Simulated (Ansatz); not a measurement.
# What ScAlSe3 (model cell, started as cubic perovskite with Al in the octahedra) distorts into

Aim: this structure of ScAlSe3 (model cell, started as cubic perovskite with Al in the octahedra) is to be tested for unstable modes, and one is followed downhill.

Main program and level: Ansatz 0.2.0; DFT PBE, scalar-relativistic, plane waves, PAW; PAW set soft_1.

The structure was built from a prototype and need not be the compound's stable phase.

### Step 1. Starting point

Symmetry: Pm-3m, No. 221, cubic system. The conventional cell has a = 4.862 Å, b = 4.862 Å, c = 4.862 Å, α = 90.00°, β = 90.00°, γ = 90.00°. Sc has 12 Se at 3.44 Å nearest. Nearest to Al lie 6 Se at 2.43 Å. Nearest to Se lie 2 Al at 2.43 Å and 4 Sc at 3.44 Å. Farther neighbours and most contacts between anions are not listed.

### Step 2. The dispersion

The cell comes from relaxations at this level that are not shown. Stability and thermal properties need the whole zone. Linear response on a 2×2×2 q mesh gives force constants as far as a supercell of that size would.

Input file input.yaml:

```yaml
crystal:
  lattice:
    - [4.8618479548, 0.0, 0.0]
    - [0.0, 4.8618479548, 0.0]
    - [0.0, 0.0, 4.8618479548]
  atoms:
    - { symbol: Sc, position: [0.0, 0.0, 0.0] }
    - { symbol: Al, position: [0.5, 0.5, 0.5] }
    - { symbol: Se, position: [0.5, 0.5, 0.0] }
    - { symbol: Se, position: [0.5, 0.0, 0.5] }
    - { symbol: Se, position: [0.0, 0.5, 0.5] }
kpoints:
  mp_grid: { grid: [8, 8, 8] }
hamiltonian:
  xc: pbe
  pseudopotentials: { kind: paw, azcp: { folder: soft_1 } }
scf:
  occupations: { method: methfessel_paxton, width: 0.2 }
output:
  eigenvalues: true
phonons:
  method: dfpt
  qmesh: [2, 2, 2]
  temperatures: { t_max: 1000, t_step: 50 }
  qpath:
    path:
      - [[0.0, 0.0, 0.0], [0.0, 0.5, 0.0], [0.5, 0.5, 0.0], [0.0, 0.0, 0.0], [0.5, 0.5, 0.5], [0.0, 0.5, 0.0]]
      - [[0.5, 0.5, 0.5], [0.5, 0.5, 0.0]]
    npoints: 10
```

Launch:

```console
ansatz run input.yaml --threads 4 --pin off --max-ram 16384MiB --backend cpu --events-out ev --progress --plain --runs-dir out
```

Numbers of over 12 decimals in the logs are rounded to 6 here.

The program printed:

```text
Engine: ansatz 0.2.0, aarch64-unknown-linux-gnu
Pseudopotentials: kind: paw
Pseudopotential: Sc, paw, valence charge 11, recommended cutoff 420 eV (normal), soft_1/Sc.paw.azcp
Pseudopotential: Al, paw, valence charge 3, recommended cutoff 420 eV (normal), soft_1/Al.paw.azcp
Pseudopotential: Se, paw, valence charge 16, recommended cutoff 420 eV (normal), soft_1/Se.paw.azcp
Functional definition: PBE
  parameter kappa = 0.804
  parameter beta = 0.066725
  exchange = pbe_x(kappa = kappa, mu = beta*pi^2/3)
  correlation = pbe_c(beta = beta)
Crystal: 5 atoms, lattice volume = 114.922 Å³
Basis set: ecut = 420 eV, 2301 PW (Γ), exchange–correlation on 72×72×72 points (8 copies of the dense FFT grid, shifted against one another)
Bands: 38, of which v1, the nominal top of the filled ones, is band 31 counted from 1 (30 counted from 0)
Symmetry: 48 space group operations
k-points: 35 of 512
Non-local potential: Sc, projectors of the file, l = 0: 3, l = 1: 2, l = 2: 3, l = 3: 1
Non-local potential: Al, projectors of the file, l = 0: 2, l = 1: 2, l = 2: 1
Non-local potential: Se, projectors of the file, l = 0: 2, l = 1: 2, l = 2: 3, l = 3: 1
PAW form: soft (Blöchl's): semilocal exchange-correlation on the pseudo side does not see the compensation charge
PAW one-centre angular grid: Sc, 590 points (default); XC on 64 Gauss nodes
PAW one-centre angular grid: Al, 110 points (default); XC on 64 Gauss nodes
PAW one-centre angular grid: Se, 590 points (default); XC on 64 Gauss nodes
Initial density: superposition of atomic densities (chi_scale 0.1, normalization cell, long waves kept (reshape's long-wave potential 0.01 eV rms))
Initial wavefunctions: pseudopotential atomic-orbital guess
Functional: x = pbe(κ = 0.804, μ = 0.219515), c = pbe(β = 0.066725)
SCF iter   1: F=—  HF=-19084.208997 eV  |F-HF|=—  |Δ(HF+E_count)|=         —  Δρ=1.04e-1  dr2=2.56e1  ethr=3.10e-3  ⟨swp⟩=5.8  Hψ=4987  notcnv=0
preconditioner: auto → Kerker (q_TF=auto, 2.462 Å⁻¹)  [metal: Δε(μ)=0.011 eV  Ē_g=6.182 eV  σ=0.200 eV  W_gap=0.05  n_scr=26 (ndim 8)  ℏωp=17.0 eV  f_vac=0.000  D(μ)=10.84/eV (n_scr^D=146)]
SCF iter   2: F=—  HF=-19083.290815 eV  |F-HF|=—  |Δ(HF+E_count)|=   9.18e-1  S|Δr|=    0.00e0  Δρ=4.88e-2  dr2=5.85e0  ethr=3.10e-3  ⟨swp⟩=2.0  Hψ=1805  notcnv=0  defer=3
SCF iter   3: F=—  HF=-19082.962266 eV  |F-HF|=—  |Δ(HF+E_count)|=   3.29e-1  S|Δr|=    0.00e0  Δρ=1.59e-2  dr2=6.79e-1  ethr=3.10e-3  ⟨swp⟩=2.0  Hψ=1493  notcnv=0  defer=3
SCF iter   4: F=—  HF=-19082.923977 eV  |F-HF|=—  |Δ(HF+E_count)|=   3.83e-2  S|Δr|=    0.00e0  Δρ=5.82e-3  dr2=9.09e-2  ethr=1.10e-3  ⟨swp⟩=1.9  Hψ=1509  notcnv=0  defer=2
SCF iter   5: F=—  HF=-19082.918512 eV  |F-HF|=—  |Δ(HF+E_count)|=   5.47e-3  S|Δr|=    0.00e0  Δρ=1.86e-3  dr2=9.40e-3  ethr=1.47e-4  ⟨swp⟩=1.0  Hψ=1351  notcnv=0  defer=2
SCF iter   6: F=—  HF=-19082.917954 eV  |F-HF|=—  |Δ(HF+E_count)|=   5.57e-4  S|Δr|=    0.00e0  Δρ=1.07e-3  dr2=3.39e-3  ethr=1.52e-5  ⟨swp⟩=2.0  Hψ=2363  notcnv=0  defer=2
SCF iter   7: F=—  HF=-19082.917624 eV  |F-HF|=—  |Δ(HF+E_count)|=   3.31e-4  S|Δr|=    0.00e0  Δρ=6.28e-4  dr2=1.14e-3  ethr=5.46e-6  ⟨swp⟩=1.0  Hψ=1326  notcnv=0  defer=2
SCF iter   8: F=—  HF=-19082.917504 eV  |F-HF|=—  |Δ(HF+E_count)|=   1.19e-4  S|Δr|=    0.00e0  Δρ=1.63e-4  dr2=7.46e-5  ethr=1.83e-6  ⟨swp⟩=1.0  Hψ=1326  notcnv=0  defer=2
SCF iter   9: F=—  HF=-19082.917498 eV  |F-HF|=—  |Δ(HF+E_count)|=   5.66e-6  S|Δr|=    0.00e0  Δρ=4.50e-5  dr2=4.60e-6  ethr=1.20e-7  ⟨swp⟩=1.1  Hψ=1333  notcnv=0  defer=2
SCF iter  10: F=—  HF=-19082.917499 eV  |F-HF|=—  |Δ(HF+E_count)|=   3.40e-7  S|Δr|=    0.00e0  Δρ=5.30e-6  dr2=3.24e-8  ethr=7.42e-9  ⟨swp⟩=1.1  Hψ=1334  notcnv=0  defer=2
SCF iter  11: F=—  HF=-19082.917499 eV  |F-HF|=—  |Δ(HF+E_count)|=   1.94e-8  S|Δr|=    0.00e0  Δρ=1.50e-6  dr2=5.95e-9  ethr=5.22e-11  ⟨swp⟩=2.0  Hψ=2434  notcnv=0  defer=2
SCF iter  12: F=—  HF=-19082.917499 eV  |F-HF|=—  |Δ(HF+E_count)|=  4.22e-10  S|Δr|=    0.00e0  Δρ=4.16e-7  dr2=4.20e-10  ethr=9.60e-12  ⟨swp⟩=2.0  Hψ=1602  notcnv=0  defer=2
SCF iter  13: F=—  HF=-19082.917499 eV  |F-HF|=—  |Δ(HF+E_count)|=  1.35e-10  S|Δr|=    0.00e0  Δρ=1.17e-7  dr2=4.02e-11  ethr=1.00e-12  ⟨swp⟩=2.0  Hψ=1597  notcnv=0  defer=2
SCF iter  14: F=-19082.917499 eV  HF=-19082.917499 eV  |F-HF|=0.00e0  |Δ(HF+E_count)|=    0.00e0  S|Δr|=    0.00e0  Δρ=2.90e-8  dr2=1.85e-12  ethr=1.00e-12  ⟨swp⟩=5.5  Hψ=5243  notcnv=0
SCF 1 converged in 14 iterations: F = -19082.917499 eV  dr2 = 1.85e-12
  greatest PAW one-centre occupation: 1.000 electrons in one spin orbital (limit 2), on the Se atom at site 2 (counted from 0), in its partial waves of l = 2
Initial density: read from a saved state, or passed on in memory by an earlier SCF of this step, an earlier step, the calling program or the single point that the run made first
iter 1 solved again at ethr=8.25e-8 eV; its pass at ethr=3.10e-3 eV (dr2=5.12e-5 eV) is discarded
SCF iter   1: F=—  HF=-19082.917499 eV  |F-HF|=—  |Δ(HF+E_count)|=         —  Δρ=2.59e-7  dr2=1.13e-10  ethr=8.25e-8  ⟨swp⟩=3.0  Hψ=8158  notcnv=0
eigensolver tolerance schedule: the retry pair's looser diagonalisation over-reported the residual by 453720.26 of it (diagonalisation noise at an unbounded share of the residual, at the tolerance the schedule requests for it); recorded, not acted on — ethr = c·dr2/N_el stays at c = 1.0e-1
preconditioner: auto → Resta (q_TF=auto, 2.462 Å⁻¹)  ε∞=7.1  [insulator: Δε(μ)=0.140 eV  Ē_g=6.857 eV  σ=0.200 eV  W_gap=0.55  n_scr=26 (ndim 8)  ℏωp=17.0 eV  f_vac=0.000  D(μ)=1.32/eV (n_scr^D=6)  ε∞_Penn≈7.1]
SCF iter   2: F=—  HF=-19082.917499 eV  |F-HF|=—  |Δ(HF+E_count)|=   1.08e-7  S|Δr|=    0.00e0  Δρ=1.63e-7  dr2=2.52e-11  ethr=1.00e-12  ⟨swp⟩=3.7  Hψ=3397  notcnv=0
SCF iter   3: F=—  HF=-19082.917499 eV  |F-HF|=—  |Δ(HF+E_count)|=  5.09e-11  S|Δr|=    0.00e0  Δρ=9.95e-8  dr2=8.69e-12  ethr=1.00e-12  ⟨swp⟩=4.5  Hψ=4184  notcnv=0
SCF iter   4: F=-19082.917499 eV  HF=-19082.917499 eV  |F-HF|=3.64e-12  |Δ(HF+E_count)|=  2.18e-11  S|Δr|=    0.00e0  Δρ=4.09e-8  dr2=2.14e-12  ethr=1.00e-12  ⟨swp⟩=3.0  Hψ=3403  notcnv=0
SCF 2 converged in 4 iterations: F = -19082.917499 eV  dr2 = 2.14e-12
  greatest PAW one-centre occupation: 1.000 electrons in one spin orbital (limit 2), on the Se atom at site 3 (counted from 0), in its partial waves of l = 2
phonons: the bands overlap, so this run is a metal and interpolates without the dipole-dipole term. If the crystal is really an insulator or semiconductor, its LO-TO splitting is missing
NSCF: frozen V_eff on 35 k-points
NSCF: frozen V_eff on 125 k-points
DFPT response loops at q = (0, 0, 0) (fractional): preconditioner auto → Kerker (q_TF=auto, 2.462 Å⁻¹) (partly filled bands, converged f_vac=0.000); β = 1.00, the filter's whole step (`scf.mixing.beta` (0.50) is not read by the response loops under this deck's `scf.mixing.preconditioner`; to damp them name `kerker` or `kerker_dos`, under which they read `scf.mixing.beta`, and type it under 1.00, their step now; both keys bind the ground state too); Broyden in place of MSR1
NSCF: frozen V_eff on 250 k-points
DFPT response loops at q = (0, 0, -0.5) (fractional): mixed as the last ones told, above
NSCF: frozen V_eff on 250 k-points
DFPT response loops at q = (0, -0.5, -0.5) (fractional): mixed as the last ones told, above
NSCF: frozen V_eff on 250 k-points
DFPT response loops at q = (-0.5, -0.5, -0.5) (fractional): mixed as the last ones told, above
SCF converged after 14 iterations
Stability not checked: this state was not tested for a lower state beside it, because cold or Methfessel-Paxton smearing, or corrected tetrahedra, fill the levels in a way that the test cannot read (fill_not_monotonic; see scf.lower_state_search)
Free energy (F): -19082.917499 eV
Harris-Foulkes:  -19082.917499 eV  (|F-HF|=0.00e0)
Internal energy: -19082.923068 eV  (E = F + TS)
E sigma→0 (E₀):  -19082.918891 eV
Entropy (-TS):   0.005570 eV (1.114 meV/atom)
Fermi energy:    8.373645 eV
--- Per-component energies (eV) ---
  E_band       = -1315.801093
  E_kinetic    = 561.970837
  E_local      = -8932.746814  (includes V_loc(G=0)·N_el)
  E_nonlocal   = -911.038951
  E_hartree    = 4556.588699
  E_xc         = -379.349025
  E_vxc        = -406.501722  (∫ρ·V_xc dr)
  E_paw        = -7849.946161  (= ΣΔE_a)
  E_vpaw       = -740.660884  (= ΣTr[D̂ρ^β])
  E_aug_tail   = -0.001027  (compensation charges beyond the density's cutoff)
  E_ewald      = -6128.400626
  E_smearing   = 0.005570  (= −TS)
  E_closure    = -0.000000  (closes the sum)
  Σ components = -19082.917499   (vs F -19082.917499, Δ=0.00e0)
--- Band table (eV; the first three rows and the last of 35) ---
  k-point 0: bands = [... 27 lower, 7.1569, 7.1569, 7.6031, 7.6031, 7.6031, 8.5239, 8.5239, 8.6647, ... 3 higher]
  k-point 1: bands = [... 27 lower, 6.9466, 6.9671, 7.4922, 7.4949, 7.4949, 8.5862, 8.6778, 8.8199, ... 3 higher]
  k-point 2: bands = [... 27 lower, 6.4948, 6.4948, 7.3064, 7.3064, 8.2623, 8.7102, 8.7439, 9.2757, ... 3 higher]
  k-point 34: bands = [... 27 lower, 7.0896, 8.8015, 8.8476, 8.8476, 8.8476, 8.9055, 8.9055, 8.9055, ... 3 higher]
--- Phonons (Γ-DFPT): 4 representative perturbations + reference (Σ response iterations 12) ---
  ASR residual: 2.177e-5 → 0.000e0 eV/Å²; symmetrization residual: 4.348e-6 eV/Å²
  ASR residual per site (eV/Å²): 5.68e-6 1.94e-5 2.18e-5 2.18e-5 2.18e-5
  Γ frequencies (cm⁻¹): -187.02 -187.02 -187.02 -119.57 -119.57 -119.57 0.00 0.00 0.00 58.78 58.78 58.78 335.25 335.25 335.25
--- Phonons (arbitrary-q DFPT): 4 irreducible q on the 2×2×2 mesh ---
  q = [0.0000, 0.0000, 0.0000] (star 1, of the zone-centre solve; hermiticity 6.64e-7, symmetrization 2.57e-12): -187.02 -187.02 -187.02 -119.57 -119.57 -119.57 0.00 0.00 0.00 58.78 58.78 58.78 335.25 335.25 335.25
  q = [0.0000, 0.0000, -0.5000] (star 3, 9 solved perturbations in 975 linear systems a pass and spin channel, the states on 125 of 512 k-point pairs; hermiticity 3.40e-7, symmetrization 3.71e-12): -169.07 -169.07 -112.68 -90.14 -90.14 -38.90 -28.93 11.16 11.16 82.14 82.14 217.60 311.66 333.96 333.96
  q = [0.0000, -0.5000, -0.5000] (star 3, 9 solved perturbations in 975 linear systems a pass and spin channel, the states on 125 of 512 k-point pairs; hermiticity 4.75e-7, symmetrization 1.02e-12): -175.13 -175.13 -153.29 -88.39 -82.49 -82.49 56.97 56.97 74.63 106.71 181.48 247.53 323.54 323.54 332.38
  q = [-0.5000, -0.5000, -0.5000] (star 1, 4 solved perturbations in 350 linear systems a pass and spin channel, the states on 125 of 512 k-point pairs; hermiticity 3.41e-7, symmetrization 4.30e-12): -183.22 -183.22 -183.22 -175.20 -175.20 -175.20 91.82 91.82 91.82 181.33 181.33 267.85 337.00 337.00 337.00
  sum rule: each row above includes the acoustic sum rule's correction from the zone centre's row sums; it moved no ω² by more than (0.44 cm⁻¹)²
  mesh force constants: q→R imaginary residual 8.00e-18; ASR residual 2.177e-5 → 0.000e0 eV/Å²; symmetrization residual 8.882e-15 eV/Å²
  interpolated dispersion: 62 rows × 15 modes
  density of states and harmonic sums: on the 14×14×14 q-mesh, interpolated from the force constants of a 2×2×2 supercell (no non-analytic term)
  largest difference from the sums on the solved wave vectors: F 2.37e-2 eV, S 7.19e-5 and C_V 4.80e-5 eV/K
  zero-point energy: 0.100734 eV/cell   skipped modes (ω ≤ 0): 744, of them read as no rigid motion or as one in doubt: 741 (6.191e0 modes/cell left out, lowest -187.02 cm⁻¹)   left out of the sums: 4.13e-1 of the cell's modes: C_V's classical limit lies that fraction below 3 k_B per atom; for a crystal, a wire or a layer, F and S can be off by more, and a phonons.interpolated_qmesh denser along its periods is the remedy for the sampling
```

Wall time 5 min (4 threads of Arm Neoverse V2, shared host); peak memory 1.7 GiB.

The column dr2 measures how far the density is from self-consistency, as an energy; F and HF (Harris–Foulkes) agree once it is small.

Numbers from this step:

* volume per atom: 22.98 Å³
* gap on the k-mesh: 0 eV
* sum-rule residual before enforcement: 2.18e-5 eV/Å²
* lowest frequency on the path: -187.0 cm⁻¹
* point group: m-3m
* highest frequency on the path or at a solved wavevector: 337 cm⁻¹
* highest optical mode at the zone centre (no LO-TO term): 335.2 cm⁻¹
* lowest optical zone-centre mode: -187.0 cm⁻¹
* lowest mode on the q mesh (acoustic modes at Γ apart): -187.0 cm⁻¹

Frequencies (cm⁻¹) solved at each irreducible wavevector; negative means imaginary. Frequencies by wavevector, by row:

```
q in reciprocal lattice units  star  mode 1  mode 2  mode 3  mode 4  mode 13  mode 14  mode 15
                        0 0 0     1    -187    -187    -187  -119.6    335.2    335.2    335.2
                     0 0 -0.5     3  -169.1  -169.1  -112.7   -90.1    311.7      334      334
                  0 -0.5 -0.5     3  -175.1  -175.1  -153.3   -88.4    323.5    323.5    332.4
               -0.5 -0.5 -0.5     1  -183.2  -183.2  -183.2  -175.2      337      337      337
```

Interpolated from a 2×2×2 q mesh. The phonon branches at the labelled points (cm⁻¹):

| point | branch 1 | branch 2 | branch 3 | branch 4 | branch 12 | branch 13 | branch 14 | branch 15 |
| --- | --- | --- | --- | --- | --- | --- | --- | --- |
| Γ | -187 | -187 | -187 | -120 | 59 | 335 | 335 | 335 |
| halfway | -178 | -178 | -144 | -116 | 152 | 327 | 335 | 335 |
| X | -169 | -169 | -113 | -90 | 218 | 312 | 334 | 334 |
| halfway | -172 | -145 | -144 | -137 | 223 | 318 | 330 | 333 |
| M | -175 | -175 | -153 | -88 | 248 | 324 | 324 | 332 |
| halfway | -170 | -161 | -146 | -131 | 172 | 326 | 332 | 334 |
| Γ | -187 | -187 | -187 | -120 | 59 | 335 | 335 | 335 |
| halfway | -168 | -168 | -139 | -132 | 190 | 327 | 327 | 336 |
| R | -183 | -183 | -183 | -175 | 268 | 337 | 337 | 337 |
| halfway | -164 | -164 | -156 | -149 | 230 | 324 | 329 | 336 |
| X | -169 | -169 | -113 | -90 | 218 | 312 | 334 | 334 |
| jump to R | -183 | -183 | -183 | -175 | 268 | 337 | 337 | 337 |
| halfway | -178 | -178 | -165 | -148 | 251 | 330 | 330 | 335 |
| M | -175 | -175 | -153 | -88 | 248 | 324 | 324 | 332 |

Symmetry leaves 4 wavevectors to solve. The lowest mode among them, the acoustic zeros apart, lies at Γ and is imaginary, 187.0i cm⁻¹, so the energy falls along it.

### Step 3. The mode frozen in, largest atomic shift 0 Å

The mode followed lies at q = (-0.5, -0.5, -0.5) with frequency 183.2i cm⁻¹ and is 3-fold degenerate, one of the unstable modes though not the softest. At small amplitude the distorted cell has space group no. 139 by a symmetry search on the positions. The undistorted cell that holds it gives the zero of energy on the same k mesh.

System of this step: ScAlSe3 (model cell, started as cubic perovskite with Al in the octahedra). The structure is cubic, space group Pm-3m (No. 221). Conventional cell: a = 4.862 Å, b = 4.862 Å, c = 4.862 Å, α = 90.00°, β = 90.00°, γ = 90.00°. Nearest to Sc lie 12 Se at 3.44 Å. Nearest to Al lie 6 Se at 2.43 Å. Nearest to Se lie 2 Al at 2.43 Å and 4 Sc at 3.44 Å. Farther neighbours and most contacts between anions are not listed.

input.yaml, the sections that differ from step 2:

```yaml
crystal:
  lattice:
    - [4.8618479548, 4.8618479548, 0.0]
    - [4.8618479548, 0.0, 4.8618479548]
    - [4.8618479548, 0.0, -4.8618479548]
  atoms:
    - { symbol: Sc, position: [0.0, 0.0, 0.0] }
    - { symbol: Sc, position: [0.0, 0.5, 0.5] }
    - { symbol: Al, position: [0.5, 0.25, 0.75] }
    - { symbol: Al, position: [0.5, 0.75, 0.25] }
    - { symbol: Se, position: [0.5, 0.0, 0.0] }
    - { symbol: Se, position: [0.5, 0.5, 0.5] }
    - { symbol: Se, position: [0.0, 0.5, 0.0] }
    - { symbol: Se, position: [0.0, 0.0, 0.5] }
    - { symbol: Se, position: [0.5, 0.0, 0.5] }
    - { symbol: Se, position: [0.5, 0.5, 0.0] }
output:
  forces: true
  stress: true
  eigenvalues: true
# kpoints, hamiltonian, scf: as in step 2
# phonons: removed
```

The program printed:

```text
[...]
Crystal: 10 atoms, lattice volume = 229.844 Å³
Basis set: ecut = 420 eV, 4573 PW (Γ), exchange–correlation on 96×96×96 points (8 copies of the dense FFT grid, shifted against one another)
Bands: 75, of which v1, the nominal top of the filled ones, is band 62 counted from 1 (61 counted from 0)
Symmetry: 96 space group operations
[...]
k-points: 29 of 512
[...]
k-point 0: bands = [... 58 lower, 7.6009, 7.6009, 8.5188, 8.5188, 8.6592, 8.6592, 8.6592, 8.7983, ... 9 higher]
  k-point 1: bands = [... 58 lower, 7.5734, 7.5734, 8.4017, 8.4017, 8.5932, 8.5932, 8.7065, 8.7551, ... 9 higher]
  k-point 2: bands = [... 58 lower, 7.5496, 7.8865, 8.0095, 8.0095, 8.5205, 8.6679, 8.6679, 8.8628, ... 9 higher]
  k-point 28: bands = [... 58 lower, 6.9377, 6.9377, 7.5370, 7.5370, 9.0497, 9.0497, 9.1705, 9.1705, ... 9 higher]
[key lines of the parts left out:]
SCF converged after 11 iterations
Free energy (F): -38165.844432 eV
Fermi energy:    8.360274 eV
P = ⅓ Tr σ = -0.0137 GPa (-0.137 kbar)
```

Run time: 9.5 s. Hardware: 4 threads; peak memory 0.94 GiB.

This step gave:

| Property | Result |
| --- | --- |
| pressure | -0.01369 GPa |
| energy from the undistorted cell | 0 meV/atom |

The run ends at a pressure of -0.01 GPa.

### Step 4. The mode frozen in, largest atomic shift 0.6 Å

The atoms are moved along the unstable eigenvector, the largest shift by 0.6 Å, with the cell fixed.

input.yaml, the sections that differ from step 3:

```yaml
crystal:
  lattice:
    - [4.8618479548, 4.8618479548, 0.0]
    - [4.8618479548, 0.0, 4.8618479548]
    - [4.8618479548, 0.0, -4.8618479548]
  atoms:
    - { symbol: Sc, position: [0.1234098651, -0.0617049325, -0.0617049325] }
    - { symbol: Sc, position: [-0.1234098651, 0.5617049325, 0.5617049325] }
    - { symbol: Al, position: [0.5, 0.25, 0.75] }
    - { symbol: Al, position: [0.5, 0.75, 0.25] }
    - { symbol: Se, position: [0.5, -0.0153174118, -0.0153174118] }
    - { symbol: Se, position: [0.5, 0.5153174118, 0.5153174118] }
    - { symbol: Se, position: [0.0, 0.5, 0.0] }
    - { symbol: Se, position: [0.0, 0.0, 0.5] }
    - { symbol: Se, position: [0.5, -0.0153174118, 0.5153174118] }
    - { symbol: Se, position: [0.5, 0.5153174118, -0.0153174118] }
# kpoints, hamiltonian, scf, output: as in step 3
```

The program printed:

```text
[...]
Crystal: 10 atoms, lattice volume = 229.844 Å³
Basis set: ecut = 420 eV, 4573 PW (Γ), exchange–correlation on 96×96×96 points (8 copies of the dense FFT grid, shifted against one another)
Bands: 75, of which v1, the nominal top of the filled ones, is band 62 counted from 1 (61 counted from 0)
Symmetry: 16 space group operations
[...]
k-points: 59 of 512
[...]
k-point 0: bands = [... 58 lower, 7.6045, 7.6045, 8.0239, 8.1005, 8.1005, 8.5593, 9.0579, 9.2761, ... 9 higher]
  k-point 1: bands = [... 58 lower, 7.5540, 7.5722, 7.9172, 8.0203, 8.0577, 8.6280, 9.0990, 9.2469, ... 9 higher]
  k-point 2: bands = [... 58 lower, 7.4908, 7.7312, 7.8559, 7.9374, 8.0756, 8.7398, 9.2111, 9.2520, ... 9 higher]
  k-point 58: bands = [... 58 lower, 6.9172, 6.9172, 7.0184, 7.8828, 8.9189, 9.1710, 9.2348, 9.4550, ... 9 higher]
[key lines of the parts left out:]
SCF converged after 12 iterations
Free energy (F): -38167.539702 eV
Fermi energy:    8.172239 eV
P = ⅓ Tr σ = 2.3491 GPa (23.491 kbar)
```

Elapsed: 16 s, on 4 threads; peak memory 1.2 GiB; 63 s of CPU time.

This step gave:

```yaml
pressure: 2.349 GPa
energy_from_the_undistorted_cell: -169.4 meV/atom
```

The energy, extrapolated to zero smearing, is -169.43 meV/atom against the undistorted cell.

The run ends at a pressure of 2.35 GPa, with forces up to 1.5 eV/Å.

(Part 1 of 2 ends here.)

[Logs are printed without paths, hosts, clocks, repeated set-up lines and the standing remarks that a program may print on its own settings, such as how far it seeks lower states.]

[Hosts, paths, dates, database ids (printed as entryN), source tags and the programs' standing remarks are cut or masked in the printed files.]
